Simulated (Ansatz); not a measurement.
# MgO (Fm-3m): refractive index against wavelength

The refractive index of MgO (Fm-3m) below the direct gap (4.71 eV on the mesh) is read from one computed spectrum, n = √(Re ε).

It takes space group Fm-3m (No. 225, cubic). Conventional cell: a = 4.217 Å, b = 4.217 Å, c = 4.217 Å, α = 90.00°, β = 90.00°, γ = 90.00°. Mg on site a is surrounded by 6 O at 2.11 Å. O on site b has 6 Mg at 2.11 Å as nearest neighbours.

Method: Ansatz 0.2.0, PBE, independent particles, k-mesh 10×10×10 with interpolation inside its cells, Gaussian parameter 0.15 eV.

Launch of the response step: `ansatz run input.yaml --threads 4 --pin off --max-ram 8192MiB --backend cpu --events-out ev --progress --plain --runs-dir out`. The run took 3 s, on 4 threads of Intel(R) Xeon(R) Platinum 8488C (Sapphire Rapids), with other jobs on the host.

```
wavelength (nm)  photon energy E (eV)       n
           1064                 1.165  1.8145
            850                 1.459  1.8193
            700                 1.771  1.8257
            633                 1.959  1.8303
            532                 2.331  1.8412
            450                 2.755  1.8570
            405                 3.061       ?
```

In the single-oscillator model n² − 1 = E₀E_d/(E₀² − E²), so 1/(n² − 1) = E₀/E_d − E²/(E₀E_d) is linear in E².

Working, on the rows shown:

| x = E² (eV²) | y = 1/(n² − 1) |
| --- | --- |
| 1.35784 | 0.436222 |
| 2.12762 | 0.432928 |
| 3.13716 | 0.4286 |
| 3.83641 | 0.425532 |
| 5.43137 | 0.418407 |
| 7.59115 | 0.408422 |

Means: x̄ = 3.9136, ȳ = 0.42502. Σ(x − x̄)(y − ȳ) = -0.1166, Σ(x − x̄)² = 26.16. Slope = -0.1166 / 26.16 = -0.004459; intercept = ȳ − slope · x̄ = 0.44247. Turned back into n, the line misses the rows shown by at most 0.00032.

Task: Fill in the last column of the withheld row.

Result: At x = 9.3718 the line gives y = 0.40068, that is 1.8697. The run gave 1.8712, so the extrapolation is off by 0.0015, 3 % of the range in the table.

Refitted with all rows, the slope is -0.004541 and the intercept 0.44272. These give E₀ = √(intercept/−slope) = 9.87 eV and E_d = E₀/intercept = 22.3 eV; E₀ is 2.1 times the direct gap. The electronic limit at long wavelengths, without lattice vibrations, is n = √(1 + 1/intercept) = 1.805. The cell comes from an older database entry, whose edges can be off by a per cent or so. Excitons are left out and so are local fields; PBE gaps are as a rule too small.

[Logs are printed without paths, hosts, clocks, repeated set-up lines and the standing remarks that a program may print on its own settings, such as how far it seeks lower states.]
